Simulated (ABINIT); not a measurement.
## MgO (Periclase): one start, several treatments of the self-energy

Wanted: the gap of MgO (Periclase) under several approximations, with cost.

Main program and level: ABINIT 10.8.3; PBE and many-body steps on it, plane waves.

The database entry behind the starting cell differs from later determinations by our own check (about 0.1 % long), so it need not match the best structure at ambient conditions.

## Step 1: Starting point

The structure is cubic, space group Fm-3m (No. 225). Conventional cell: a = 4.217 Å, b = 4.217 Å, c = 4.217 Å, α = 90.00°, β = 90.00°, γ = 90.00°. Mg has 6 O at 2.11 Å nearest. O has 6 Mg at 2.11 Å nearest. Farther neighbours and most contacts between anions are not listed.

The cell and positions come from the Crystallography Open Database and are kept as given unless a step says otherwise.

## Step 2: Empty states on the mesh, 6×6×6 mesh, 174 bands

This step: ABINIT 10.8.3; DFT, PBE, plane waves, norm-conserving pseudopotentials.

The sums over transitions need many empty states on a uniform mesh; this step solves for them.

Input file run.abi:

```
acell 3*1.0 Angstrom
rprim 
  -0.000000000000 2.108500000000 2.108500000000
  2.108500000000 0.000000000000 2.108500000000
  2.108500000000 2.108500000000 0.000000000000
ntypat 2
znucl 12 8
natom 2
typat 1 2
xred 
  0.000000000000 0.000000000000 0.000000000000
  0.500000000000 0.500000000000 0.500000000000
pp_dirpath "pseudos"
pseudos "Mg.upf, O.upf"
ecut 38
ngkpt 6 6 6
nshiftk 1
shiftk 0 0 0
kptopt 1
chksymbreak 0
irdden 1
istwfk *1
nband 174
prtvol 0
optdriver 6
gwr_task "HDIAGO"
paral_kgb 0
occopt 1
indata_prefix "in"
outdata_prefix "out"
tmpdata_prefix "tmp"
```

Started as:

```bash
$ OMP_NUM_THREADS=1 mpirun -n 4 abinit run.abi > log
```

The program printed:

```text
.Version 10.8.3 of ABINIT. v10.8.2 released Aug 2026.

 Symmetries : space group Fm -3 m (#225); Bravais cF (face-center cubic)
[... echo of the input left out ...]
== DATASET  1 ==================================================================
-   mpi_nproc: 4, omp_nthreads: 1 (-1 if OMP is not activated)

--- !DatasetInfo
iteration_state: {dtset: 1, }
dimensions: {natom: 2, nkpt: 16, mband: 174, nsppol: 1, nspinor: 1, nspden: 1, mpw: 1430, }
cutoff_energies: {ecut:  38.0, pawecutdg:  -1.0, }
[...]
Direct band gap semiconductor
 Fundamental gap:     4.733 (eV)
   VBM:     4.693 (eV) at k: [ 0.0000E+00,  0.0000E+00,  0.0000E+00]
   CBM:     9.426 (eV) at k: [ 0.0000E+00,  0.0000E+00,  0.0000E+00]
 Direct gap:         4.733 (eV) at k: [ 0.0000E+00,  0.0000E+00,  0.0000E+00]

== END DATASET(S) ==============================================================
================================================================================

 -outvars: echo values of variables after computation  --------
           etotal      0.0000000000E+00
            nband         174
             nkpt          16
          spgroup         225
 [... the other variables as echoed above ...]

 Calculation completed.
```

It took 9.6 s on 4 MPI ranks of Arm Neoverse V2, shared host; peak memory 0.7 GiB; 38 s of CPU time.

Numbers from this step:

```yaml
gap: 4.733 eV
k_of_the_valence_top: 0, 0, 0
k_of_the_conduction_bottom: 0, 0, 0
least_direct_gap: 4.733 eV
k_points_computed: 16
lowest_point_of_the_top_converged_band_above_the_valence_top: 221.2354 eV
```

On this mesh the gap is 4.733 eV.

The density comes from a self-consistent run that is not shown.

## Step 3: Screening, 6×6×6 mesh, 166 bands, screening to 304.8 eV

The RPA dielectric matrix is built and inverted for each q.

This step: RPA screening on PBE, plane waves, norm-conserving pseudopotentials.

Edit run.abi of step 2 so:

```diff
@@ -20,10 +20,11 @@
 chksymbreak 0
-irdden 1
 istwfk *1
-nband 174
-prtvol 0
-optdriver 6
-gwr_task "HDIAGO"
-paral_kgb 0
 occopt 1
+irdwfk 1
+optdriver 3
+nband 166
+ecuteps 11.2
+inclvkb 2
+awtr 1
+symchi 1
 indata_prefix "in"
```

The program printed:

```text
.Version 10.8.3 of ABINIT. v10.8.2 released Aug 2026.

 Symmetries : space group Fm -3 m (#225); Bravais cF (face-center cubic)
[... echo of the input left out ...]
== DATASET  1 ==================================================================
-   mpi_nproc: 4, omp_nthreads: 1 (-1 if OMP is not activated)

--- !DatasetInfo
iteration_state: {dtset: 1, }
dimensions: {natom: 2, nkpt: 16, mband: 166, nsppol: 1, nspinor: 1, nspden: 1, mpw: 1430, }
cutoff_energies: {ecut:  38.0, pawecutdg:  -1.0, }
electrons: {nelect:   1.60000000E+01, charge:   0.00000000E+00, occopt:   1.00000000E+00, tsmear:   1.00000000E-02, }

 SCREENING: Calculation of the susceptibility and dielectric matrices

 Based on a program developped by R.W. Godby, V. Olevano, G. Onida, and L. Reining.
 Incorporated in ABINIT by V. Olevano, G.-M. Rignanese, and M. Torrent.
.Using double precision arithmetic ; gwpc =  8

[... cell and pseudopotentials left out ...]
--------------------------------------------------------------------------------

 ==== K-mesh for the wavefunctions ====
 Number of points in the irreducible wedge :    16
[... list of points left out ...]
 Together with 48 symmetry operations and time-reversal symmetry
 yields   216 points in the full Brillouin Zone.

 ==== Q-mesh for the screening function ====
 Number of points in the irreducible wedge :    16
[... list of points left out ...]
 Together with 48 symmetry operations and time-reversal symmetry
 yields   216 points in the full Brillouin Zone.

 setmesh: FFT mesh size selected  =    24x   24x   24
          total number of points  =        13824

 vcoul_init : cutoff-mode = AUXILIARY_FUNCTION
 q-points for optical limit:   1
     1)      0.000010    0.000020    0.000030

- screening: taking advantage of time-reversal symmetry
- Maximum band index for partially occupied states nbvw = 8
- Remaining bands to be divided among processors   nbcw = 158
- Number of bands treated by each node ~39

 Number of electrons calculated from density =   16.0000; Expected =   16.0000
 average of density, n =  0.126466
 r_s =    1.2359
 omega_plasma =   34.3038 [eV]

 calculating chi0 at frequencies [eV] :
  1    0.000000E+00    0.000000E+00
  2    0.000000E+00    3.430377E+01

--------------------------------------------------------------------------------
  q-point number  1        q = ( 0.000000, 0.000000, 0.000000) [r.l.u.]
--------------------------------------------------------------------------------
[... chi0 elements left out ...]
 For q-point:  0.000010 0.000020 0.000030
  dielectric constant =   3.0343
  dielectric constant without local fields =   3.2587

  Average fulfillment of the sum rule on Im[epsilon] for q-point    1 :     86.09  [%]
[... wings left out ...]
  q-point number  2        q = ( 0.166667, 0.000000, 0.000000) [r.l.u.]
--------------------------------------------------------------------------------
[... chi0 elements left out ...]
  Average fulfillment of the sum rule on Im[epsilon] for q-point    2 :     97.27  [%]

 [... 14 further q-points ...]
```

Run time: 2.2 min. Hardware: 4 MPI ranks; peak memory 1.1 GiB.

This step gave:

```yaml
eps_infinity_with_local_fields_on_this_mesh_along_the_program_s_q_direction: 3.034
the_same_without_local_fields: 3.259
plasma_frequency: 34.30 eV
plane_waves_in_the_screening_matrix: 259
```

Local fields lower ε∞ by 7 %.

## Step 4: G0W0, Godby-Needs plasmon pole

The self-energy is evaluated for the states that the input lists, and the levels follow from it, in one-shot runs by the linearised quasiparticle equation.

This step: G0W0 on PBE, plane waves, norm-conserving pseudopotentials.

Edit run.abi of step 3 so:

```diff
@@ -23,8 +23,15 @@
 irdwfk 1
-optdriver 3
+optdriver 4
 nband 166
+gwcalctyp 0
+ecutsigx 38
+symsigma 1
+nkptgw 1
+kptgw 
+  0.0000000000 0.0000000000 0.0000000000
+bdgw 
+  6 12
 ecuteps 11.2
-inclvkb 2
-awtr 1
-symchi 1
+irdscr 1
+ppmodel 1
 indata_prefix "in"
```

The program printed:

```text
.Version 10.8.3 of ABINIT. v10.8.2 released Aug 2026.

 Symmetries : space group Fm -3 m (#225); Bravais cF (face-center cubic)
[... echo of the input left out ...]
== DATASET  1 ==================================================================
-   mpi_nproc: 4, omp_nthreads: 1 (-1 if OMP is not activated)

--- !DatasetInfo
iteration_state: {dtset: 1, }
dimensions: {natom: 2, nkpt: 16, mband: 166, nsppol: 1, nspinor: 1, nspden: 1, mpw: 1430, }
cutoff_energies: {ecut:  38.0, pawecutdg:  -1.0, }
electrons: {nelect:   1.60000000E+01, charge:   0.00000000E+00, occopt:   1.00000000E+00, tsmear:   1.00000000E-02, }

 SIGMA: Calculation of the GW corrections

 Based on a program developped by R.W. Godby, V. Olevano, G. Onida, and L. Reining.
 Incorporated in ABINIT by V. Olevano, G.-M. Rignanese, and M. Torrent.
.Using double precision arithmetic ; gwpc =  8

[... cell and pseudopotentials left out ...]
--------------------------------------------------------------------------------

 ==== K-mesh for the wavefunctions ====
 Number of points in the irreducible wedge :    16
[... list of points left out ...]
 Together with 48 symmetry operations and time-reversal symmetry
 yields   216 points in the full Brillouin Zone.

 ==== Q-mesh for screening function ====
 Number of points in the irreducible wedge :    16
[... list of points left out ...]
 Together with 48 symmetry operations and time-reversal symmetry
 yields   216 points in the full Brillouin Zone.

 vcoul_init : cutoff-mode = AUXILIARY_FUNCTION
 q-points for optical limit:   1
     1)      0.000010    0.000020    0.000030
 setmesh: FFT mesh size selected  =    32x   32x   32
          total number of points  =        32768

 Number of electrons calculated from density =   16.0000; Expected =   16.0000
 average of density, n =  0.126466
 r_s =    1.2359
 omega_plasma =   34.3038 [eV]

 === KS Band Gaps ===
  >>>> For spin  1
   Minimum direct gap =   4.7331 [eV], located at k-point      :   0.0000  0.0000  0.0000
   Fundamental gap    =   4.7331 [eV], Top of valence bands at :   0.0000  0.0000  0.0000
                                       Bottom of conduction at :   0.0000  0.0000  0.0000
 SIGMA fundamental parameters:
 PLASMON POLE MODEL  1
 number of plane-waves for SigmaX                 1411
 number of plane-waves for SigmaC and W            259
 number of plane-waves for wavefunctions          1411
 number of bands                                   166
 number of independent spin polarizations            1
 number of spinorial components                      1
 number of k-points in IBZ                          16
 number of q-points in IBZ                          16
 number of symmetry operations                      48
 number of k-points in BZ                          216
 number of q-points in BZ                          216
 number of frequencies for dSigma/dE                 9
 frequency step for dSigma/dE [eV]                0.25
 number of omega for Sigma on real axis              0
 max omega for Sigma on real axis  [eV]           0.00
 zcut for avoiding poles [eV]                     0.10

 EPSILON^-1 parameters (SCR file):
 dimension of the eps^-1 matrix on file            259
 dimension of the eps^-1 matrix used               259
 number of plane-waves for wavefunctions          1411
 number of bands                                   166
 number of q-points in IBZ                          16
 number of frequencies                               2
 number of real frequencies                          1
 number of imag frequencies                          1

 matrix elements of self-energy operator (all in [eV])

 Perturbative Calculation

--- !SelfEnergy_ee
iteration_state: {dtset: 1, }
kpoint     : [   0.000,    0.000,    0.000, ]
spin       : 1
KS_gap     :    4.733
QP_gap     :    7.073
Delta_QP_KS:    2.340
data: !SigmaeeData |
     Band     E0 <VxcDFT>   SigX SigC(E0)      Z dSigC/dE  Sig(E)    E-E0       E
        6   4.693 -20.107 -25.567   3.571   0.805  -0.242 -21.628  -1.521   3.172
        7   4.693 -20.107 -25.567   3.571   0.805  -0.242 -21.628  -1.521   3.172
        8   4.693 -20.107 -25.567   3.571   0.805  -0.242 -21.628  -1.521   3.172
        9   9.426 -13.453  -8.885  -3.608   0.854  -0.172 -12.633   0.820  10.246
       10  20.632  -9.568  -3.679  -4.671   0.862  -0.160  -8.518   1.051  21.683
       11  20.632  -9.568  -3.679  -4.671   0.862  -0.160  -8.518   1.051  21.683
       12  20.632  -9.568  -3.679  -4.671   0.862  -0.160  -8.518   1.051  21.683

== END DATASET(S) ==============================================================
================================================================================

 -outvars: echo values of variables after computation  --------
           etotal      0.0000000000E+00
            nband         166
             nkpt          16
          spgroup         225
 [... the other variables as echoed above ...]

 Calculation completed.
```

The job ended after 14 s (4 MPI ranks; peak memory 1.1 GiB).

This step gave:

```
G0W0 gap on the points computed              : 7.074 eV
starting gap on the mesh                     : 4.733 eV
k of the valence top                         : 0, 0, 0
k of the conduction bottom                   : 0, 0, 0
Z at the valence top                         : 0.805
Z at the conduction bottom                   : 0.854
least direct G0W0 gap on the computed points : 7.074 eV
```

The gap on the mesh goes from 4.73 eV to 7.07 eV, a correction of +2.34 eV.

## Step 5: G0W0, Hybertsen-Louie plasmon pole

Edit run.abi of step 4 so:

```diff
@@ -35,3 +35,3 @@
 irdscr 1
-ppmodel 1
+ppmodel 2
 indata_prefix "in"
```

The program printed:

```text
.Version 10.8.3 of ABINIT. v10.8.2 released Aug 2026.

 Symmetries : space group Fm -3 m (#225); Bravais cF (face-center cubic)
[... echo of the input left out ...]
== DATASET  1 ==================================================================
-   mpi_nproc: 4, omp_nthreads: 1 (-1 if OMP is not activated)

--- !DatasetInfo
iteration_state: {dtset: 1, }
dimensions: {natom: 2, nkpt: 16, mband: 166, nsppol: 1, nspinor: 1, nspden: 1, mpw: 1430, }
cutoff_energies: {ecut:  38.0, pawecutdg:  -1.0, }
electrons: {nelect:   1.60000000E+01, charge:   0.00000000E+00, occopt:   1.00000000E+00, tsmear:   1.00000000E-02, }

 SIGMA: Calculation of the GW corrections

 Based on a program developped by R.W. Godby, V. Olevano, G. Onida, and L. Reining.
 Incorporated in ABINIT by V. Olevano, G.-M. Rignanese, and M. Torrent.
.Using double precision arithmetic ; gwpc =  8

[... cell and pseudopotentials left out ...]
--------------------------------------------------------------------------------

 ==== K-mesh for the wavefunctions ====
 Number of points in the irreducible wedge :    16
[... list of points left out ...]
 Together with 48 symmetry operations and time-reversal symmetry
 yields   216 points in the full Brillouin Zone.

 ==== Q-mesh for screening function ====
 Number of points in the irreducible wedge :    16
[... list of points left out ...]
 Together with 48 symmetry operations and time-reversal symmetry
 yields   216 points in the full Brillouin Zone.

 vcoul_init : cutoff-mode = AUXILIARY_FUNCTION
 q-points for optical limit:   1
     1)      0.000010    0.000020    0.000030
 setmesh: FFT mesh size selected  =    32x   32x   32
          total number of points  =        32768

 Number of electrons calculated from density =   16.0000; Expected =   16.0000
[...]
number of q-points in BZ                          216
 number of frequencies for dSigma/dE                 9
 frequency step for dSigma/dE [eV]                0.25
 number of omega for Sigma on real axis              0
 max omega for Sigma on real axis  [eV]           0.00
 zcut for avoiding poles [eV]                     0.10

 EPSILON^-1 parameters (SCR file):
 dimension of the eps^-1 matrix on file            259
 dimension of the eps^-1 matrix used               259
 number of plane-waves for wavefunctions          1411
 number of bands                                   166
 number of q-points in IBZ                          16
 number of frequencies                               2
 number of real frequencies                          1
 number of imag frequencies                          1

 matrix elements of self-energy operator (all in [eV])

 Perturbative Calculation

--- !SelfEnergy_ee
iteration_state: {dtset: 1, }
kpoint     : [   0.000,    0.000,    0.000, ]
spin       : 1
KS_gap     :    4.733
QP_gap     :    7.508
Delta_QP_KS:    2.775
data: !SigmaeeData |
     Band     E0 <VxcDFT>   SigX SigC(E0)      Z dSigC/dE  Sig(E)    E-E0       E
        6   4.693 -20.107 -25.567   2.694   0.884  -0.131 -22.552  -2.445   2.248
        7   4.693 -20.107 -25.567   2.694   0.884  -0.131 -22.552  -2.445   2.248
        8   4.693 -20.107 -25.567   2.694   0.884  -0.131 -22.552  -2.445   2.248
        9   9.426 -13.453  -8.885  -4.201   0.899  -0.113 -13.123   0.330   9.756
       10  20.632  -9.568  -3.679  -5.090   0.904  -0.106  -8.845   0.723  21.355
       11  20.632  -9.568  -3.679  -5.090   0.904  -0.106  -8.845   0.723  21.355
       12  20.632  -9.568  -3.679  -5.090   0.904  -0.106  -8.845   0.723  21.355

== END DATASET(S) ==============================================================
================================================================================

 -outvars: echo values of variables after computation  --------
           etotal      0.0000000000E+00
            nband         166
             nkpt          16
          spgroup         225
 [... the other variables as echoed above ...]

 Calculation completed.
```

It took 14 s on 4 MPI ranks; peak memory 1.1 GiB; 54 s of CPU time.

Numbers from this step:

| Quantity | Value |
| --- | --- |
| G0W0 gap on the points computed | 7.508 eV |
| starting gap on the mesh | 4.733 eV |
| k of the valence top | 0, 0, 0 |
| k of the conduction bottom | 0, 0, 0 |
| Z at the valence top | 0.884 |
| Z at the conduction bottom | 0.899 |
| least direct G0W0 gap on the computed points | 7.508 eV |

Against G0W0 in ABINIT (6×6×6 mesh, 166 bands, screening to 304.8 eV, Godby-Needs plasmon pole), the gap moves by +0.434 eV.

## Step 6: G0W0, von der Linden-Horsch plasmon pole

Edit run.abi of step 5 so:

```diff
@@ -35,3 +35,3 @@
 irdscr 1
-ppmodel 2
+ppmodel 3
 indata_prefix "in"
```

The program printed:

```text
.Version 10.8.3 of ABINIT. v10.8.2 released Aug 2026.

 Symmetries : space group Fm -3 m (#225); Bravais cF (face-center cubic)
[... echo of the input left out ...]
== DATASET  1 ==================================================================
-   mpi_nproc: 4, omp_nthreads: 1 (-1 if OMP is not activated)

--- !DatasetInfo
iteration_state: {dtset: 1, }
dimensions: {natom: 2, nkpt: 16, mband: 166, nsppol: 1, nspinor: 1, nspden: 1, mpw: 1430, }
cutoff_energies: {ecut:  38.0, pawecutdg:  -1.0, }
[...]
10  20.632  -9.568  -3.679  -5.157   0.921  -0.086  -8.894   0.674  21.306
       11  20.632  -9.568  -3.679  -5.157   0.921  -0.086  -8.894   0.674  21.306
       12  20.632  -9.568  -3.679  -5.157   0.921  -0.086  -8.894   0.674  21.306

== END DATASET(S) ==============================================================
================================================================================

 -outvars: echo values of variables after computation  --------
           etotal      0.0000000000E+00
            nband         166
             nkpt          16
          spgroup         225
 [... the other variables as echoed above ...]

 Calculation completed.
```

It took 6.5 s on 4 MPI ranks; peak memory 1 GiB.

This step gave:

* G0W0 gap on the points computed: 7.334 eV
* starting gap on the mesh: 4.733 eV
* k of the valence top: 0, 0, 0
* k of the conduction bottom: 0, 0, 0
* least direct G0W0 gap on the computed points: 7.334 eV

Against G0W0 in ABINIT (6×6×6 mesh, 166 bands, screening to 304.8 eV, Godby-Needs plasmon pole), the gap moves by +0.260 eV.

## Step 7: G0W0, Engel-Farid plasmon pole

Edit run.abi of step 6 so:

```diff
@@ -35,3 +35,3 @@
 irdscr 1
-ppmodel 3
+ppmodel 4
 indata_prefix "in"
```

The program printed:

```text
.Version 10.8.3 of ABINIT. v10.8.2 released Aug 2026.

 Symmetries : space group Fm -3 m (#225); Bravais cF (face-center cubic)
[... echo of the input left out ...]
== DATASET  1 ==================================================================
-   mpi_nproc: 4, omp_nthreads: 1 (-1 if OMP is not activated)

--- !DatasetInfo
iteration_state: {dtset: 1, }
dimensions: {natom: 2, nkpt: 16, mband: 166, nsppol: 1, nspinor: 1, nspden: 1, mpw: 1430, }
cutoff_energies: {ecut:  38.0, pawecutdg:  -1.0, }
[...]
10  20.632  -9.568  -3.679  -4.817   0.875  -0.143  -8.630   0.939  21.571
       11  20.632  -9.568  -3.679  -4.817   0.875  -0.143  -8.630   0.939  21.571
       12  20.632  -9.568  -3.679  -4.817   0.875  -0.143  -8.630   0.939  21.571

== END DATASET(S) ==============================================================
================================================================================

 -outvars: echo values of variables after computation  --------
           etotal      0.0000000000E+00
            nband         166
             nkpt          16
          spgroup         225
 [... the other variables as echoed above ...]

 Calculation completed.
```

Elapsed: 6.5 s, on 4 MPI ranks; peak memory 1 GiB; 26 s of CPU time.

Numbers from this step:

```
G0W0 gap on the points computed              : 7.219 eV
starting gap on the mesh                     : 4.733 eV
k of the valence top                         : 0, 0, 0
k of the conduction bottom                   : 0, 0, 0
least direct G0W0 gap on the computed points : 7.219 eV
```

Against G0W0 in ABINIT (6×6×6 mesh, 166 bands, screening to 304.8 eV, Godby-Needs plasmon pole), the gap moves by +0.145 eV.

(Continued in part 2 of 2.)

[Paths, hosts, dates, memory and timing lines, banners, echoed tables and standing remarks are left out of the program output.]

[Logs are printed without paths, hosts, clocks, repeated set-up lines and the standing remarks that a program may print on its own settings, such as how far it seeks lower states.]

[Runs of the session that timed out or met a known fault of the program may be left out.]

[No measured gap is set beside runs whose start may be inverted or whose files or cutoffs have a known fault.]

[Hosts, paths, dates, database ids (printed as entryN), source tags and the programs' standing remarks are cut or masked in the printed files.]

[G0W0 gaps are taken among the corrected bands and points alone; a level outside them can change the order at an edge.]

[Where Ansatz stands beside ABINIT at settings called matched, ABINIT's density can come from a denser mesh and the files from another edition; pairs whose starting gaps differed by over 0.03 eV were left out, so agreement reads better than it is.]
